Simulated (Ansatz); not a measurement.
# One crystal, many levels of theory: BaSrTi2O6 (perovskite [001] superlattice), part 2 of 2

Wanted: a ladder of band gaps for BaSrTi2O6 (perovskite [001] superlattice), from density functionals to G0W0.

Ansatz 0.2.0; density functionals, hybrids and G0W0, plane waves, PAW. Known limits of the many-body steps: finite bands, screening cutoff and k mesh; no spin-orbit coupling in G0W0.

So far. Step 3 (PBEsol+SOC on the 6×6×2 mesh): Over mesh and listed points the gap is 1.847 eV, from k = (0.500, 0.500, 0.000) to k = Γ. The least direct gap found is 2.207 eV, at k = Γ. PBEsol+SOC against PBEsol: 1.847 − 1.848 = −0.001 eV, with the same mesh, set of files (read in its fully relativistic form for the spin-orbit run) and cutoff, and both edges at the same k points.

## Step 5: G0W0@PBEsol, 6×6×2 mesh, 823 empty bands, screening to 130 eV, PAW set soft_1 files

G0W0 replaces the xc potential by a self-energy built once from the orbitals of the start. Levels are corrected in the window of bands that the input names, at points of the mesh.

This step: G0W0 on PBEsol, plane waves, PAW; PAW set soft_1.

File input.yaml:

```yaml
crystal:
  lattice:
    - [3.9230183724, 0.0, 0.0]
    - [0.0, 3.9230183724, 0.0]
    - [0.0, 0.0, 15.891451069]
  atoms:
    - { symbol: Sr, position: [0.0, 0.0, 0.056563162] }
    - { symbol: O, position: [0.5, 0.5, 0.0623640627] }
    - { symbol: Ti, position: [0.5, 0.5, 0.1783899353] }
    - { symbol: O, position: [0.5, 0.0, 0.1855802327] }
    - { symbol: O, position: [0.0, 0.5, 0.1855802327] }
    - { symbol: Sr, position: [0.0, 0.0, 0.3018132738] }
    - { symbol: O, position: [0.5, 0.5, 0.3076801959] }
    - { symbol: Ti, position: [0.5, 0.5, 0.4229808387] }
    - { symbol: O, position: [0.5, 0.0, 0.4288802332] }
    - { symbol: O, position: [0.0, 0.5, 0.4288802332] }
    - { symbol: Ba, position: [0.0, 0.0, 0.5534579145] }
    - { symbol: O, position: [0.5, 0.5, 0.560056261] }
    - { symbol: Ti, position: [0.5, 0.5, 0.677666613] }
    - { symbol: O, position: [0.5, 0.0, 0.6850606824] }
    - { symbol: O, position: [0.0, 0.5, 0.6850606824] }
    - { symbol: Ba, position: [0.0, 0.0, 0.8085657876] }
    - { symbol: O, position: [0.5, 0.5, 0.8147682558] }
    - { symbol: Ti, position: [0.5, 0.5, 0.9331207648] }
    - { symbol: O, position: [0.5, 0.0, 0.9417054133] }
    - { symbol: O, position: [0.0, 0.5, 0.9417054133] }
kpoints:
  mp_grid: { grid: [6, 6, 2] }
hamiltonian:
  xc: pbesol
  pseudopotentials: { kind: paw, azcp: { folder: soft_1 }, xc_functional: pbe }
scf:
  occupations: { method: fixed }
gw:
  n_empty_bands: 823
  ecut_chi: 130.0
  qp_bands: [v4, c4]
  qp_kpoints: band_edges
  screening: { model: contour_deformation }
```

Run with:

```bash
ansatz run input.yaml --threads 3 --pin off --max-ram 92160MiB --backend cuda --events-out ev --progress --plain --runs-dir out --devices 1 --max-vram 13GiB
```

Numbers of over 12 decimals in the logs are rounded to 6 here.

The program printed:

```text
GPUs: using 1 of 1 available (devices: 1).
[...]
GPU FFT provider: cuFFT
GPU libraries: cuBLAS 13.8.2, cuFFT 12.4.0, cuSOLVER 12.3.4
Crystal: 20 atoms, lattice volume = 244.571 Å³
Basis set: ecut = 420 eV, 4821 PW (Γ)
Bands: 100, of which v1, the nominal top of the filled ones, is band 80 counted from 1 (79 counted from 0)
Symmetry: 8 space group operations
[...]
k-points: 20 of 72
[...]
0    84     12.2248   -12.8480    -6.6169   -20.7989  0.7386    13.5941    13.5589  root
[...]
19    81     14.0649   -14.6884    -7.1711   -23.1745  0.6938    15.4383    15.3799  root
    19    82     14.0649   -14.6884    -7.1711   -23.1745  0.6938    15.4383    15.3799  root
    19    83     14.0945   -14.7794    -7.1133   -23.2209  0.6960    15.4807    15.4227  root
    19    84     14.0945   -14.7794    -7.1133   -23.2209  0.6960    15.4807    15.4227  root
[key lines of the parts left out:]
SCF converged after 12 iterations
Free energy (F): -35369.787592 eV
Fermi energy:    10.201705 eV
```

The job ended after 5.9 min (1 × NVIDIA H100 80GB HBM3 (shared by 6 runs) with 3 threads of AMD EPYC 7R13 (Zen 3), shared host; peak memory 5.5 GiB; 11 min of CPU time).

This step gave:

```
bands summed                                    : 903
RPA ε∞ on this mesh (eigenvalues)               : 5.673, 6.140, 6.140
plane waves in the screening matrix             : 841
G0W0 gap over the corrected points              : 3.515 eV
k of the valence top                            : -0.5, -0.5, 0
k of the conduction bottom                      : 0, 0, 0
starting gap on the mesh                        : 1.848 eV
Z at the valence top                            : 0.7224
Z at the conduction bottom                      : 0.7437
least direct G0W0 gap over the corrected points : 3.869 eV
```

Over 18 of 20 irreducible mesh points the G0W0 gap is 3.515 eV, from k = (-0.500, -0.500, 0.000) to k = Γ. The PBEsol gap of this run on the mesh is 1.848 eV. The two states that bound the G0W0 gap lie that far apart at the start, so the correction of the gap is 3.515 − 1.848 = +1.667 eV. The program's warnings for this run: metallic iterate.

## Step 6: The ladder

Each gap is the least one over the points named; times are wall times on shared hosts, not benchmarks. A G0W0 time includes the run's own self-consistent start. Runs with listed points see these and the mesh alone, so an edge that moves elsewhere is missed. Rows marked * are further runs, not shown as steps, whose inputs differ from the G0W0 step on the same start in the columns given; solver thresholds can differ too. Symmetry makes (0.500, 0.500, 0.000) and (-0.500, -0.500, 0.000) one point.

| level | mesh | files, cutoff | bands summed, screening | points | gap (eV) | valence top | conduction bottom | least direct gap (eV) | time |
| --- | --- | --- | --- | --- | --- | --- | --- | --- | --- |
| PBEsol | 6×6×2 | soft_1 PAW, 420 eV | - | mesh and path | 1.848 | (0.500, 0.500, 0.000) | Γ | 2.247 | 19 s |
| PBEsol+SOC | 6×6×2 | soft_1 PAW, 420 eV | - | mesh and listed points | 1.847 | (0.500, 0.500, 0.000) | Γ | 2.207 | 9.9 s |
| HSE06 | 4×4×2 | soft_1 PAW, 420 eV | - | mesh and listed points | 3.324 | (0.500, 0.500, 0.000) | Γ | 3.729 | 78 s |
| G0W0@PBEsol* | 6×6×2 | soft_1 PAW, 420 eV | 419, 72 eV | 18 of 20 irreducible mesh points | 3.577 | (-0.500, -0.500, 0.000) | Γ | 3.910 | 91 s |
| G0W0@PBEsol | 6×6×2 | soft_1 PAW, 420 eV | 903, 130 eV | 18 of 20 irreducible mesh points | 3.515 | (-0.500, -0.500, 0.000) | Γ | 3.869 | 5.9 min |

## Step 7: Summary of results

- PBEsol, over mesh and path: 1.848 eV
- PBEsol+SOC, over mesh and listed points: 1.847 eV
- HSE06, over mesh and listed points: 3.324 eV
- G0W0@PBEsol (903 bands, 6×6×2), over 18 of 20 irreducible mesh points: 3.515 eV
- known limits: finite bands, screening cutoff and k mesh; no spin-orbit coupling in G0W0

What this shows: The rows run from 1.847 eV (PBEsol+SOC) to 3.577 eV (G0W0@PBEsol (419 bands, 6×6×2)). They differ in mesh, bands and screening cutoff of G0W0 and the points over which the gap was sought as well as in level, so only pairs that share these are like for like. PBEsol+SOC against PBEsol: 1.847 − 1.848 = −0.001 eV, with the same mesh, set of files (read in its fully relativistic form for the spin-orbit run) and cutoff, and both edges at the same k points. The spin-orbit run sees mesh and listed points alone, so its gap is an upper bound: the coupling can move an edge off these points, the more so as this crystal has no centre of inversion, and the change over the zone, its sign included where it is small, is not known. G0W0@PBEsol (903 bands, 6×6×2) moves the gap of its own start on the mesh by 3.515 − 1.848 = +1.667 eV, between the same two levels. Both edges that PBEsol shows over mesh and path lie at k points where levels were corrected. Levels at other points were not corrected, so a lower G0W0 gap elsewhere in the zone is not ruled out. What spin-orbit coupling does to the G0W0 levels was not computed, so no sum with the G0W0 gap is formed. For G0W0@PBEsol: from 419 bands and 72 eV to 903 bands and 130 eV the gap moves by 3.515 − 3.577 = −0.062 eV; bands and screening cutoff rise together, so their parts are not told apart. Two runs can't test a law of convergence, so the limit is not known. For G0W0@PBEsol (903 bands, 6×6×2): the program's warnings for this run: metallic iterate. For the further run with 419 bands on the 6×6×2 mesh, the program warns: metallic iterate. The G0W0 runs are scalar-relativistic. No pair of G0W0 runs that differ in the mesh alone is shown (6×6×2 is a supercell whose nearest images lie 24 Å apart), so the error from the mesh is not known here. G0W0 is shown with one set of atomic data (soft_1 PAW), so the error from the files is not known here.

[Paths, hosts, dates, memory and timing lines, banners, echoed tables and standing remarks are left out of the program output.]

[Logs are printed without paths, hosts, clocks, repeated set-up lines and the standing remarks that a program may print on its own settings, such as how far it seeks lower states.]

[Runs of the session that timed out or met a known fault of the program may be left out.]

[Cells called generated may have been cut or substituted from an entry of the Crystallography Open Database or the Materials Project.]

[Hosts, paths, dates, database ids (printed as entryN), source tags and the programs' standing remarks are cut or masked in the printed files.]

[Where an RPA ε∞ is given, it is that of the G0W0 mesh and is not shown converged in it. Names of k-points follow the symmetry that the program found, which can be lower than the space group named. Band edges on a path are those of the sampled points; other points can move an edge, and change direct to indirect where valleys lie close.]

[Hybrid gaps are those of their k-mesh and are not shown converged in it.]
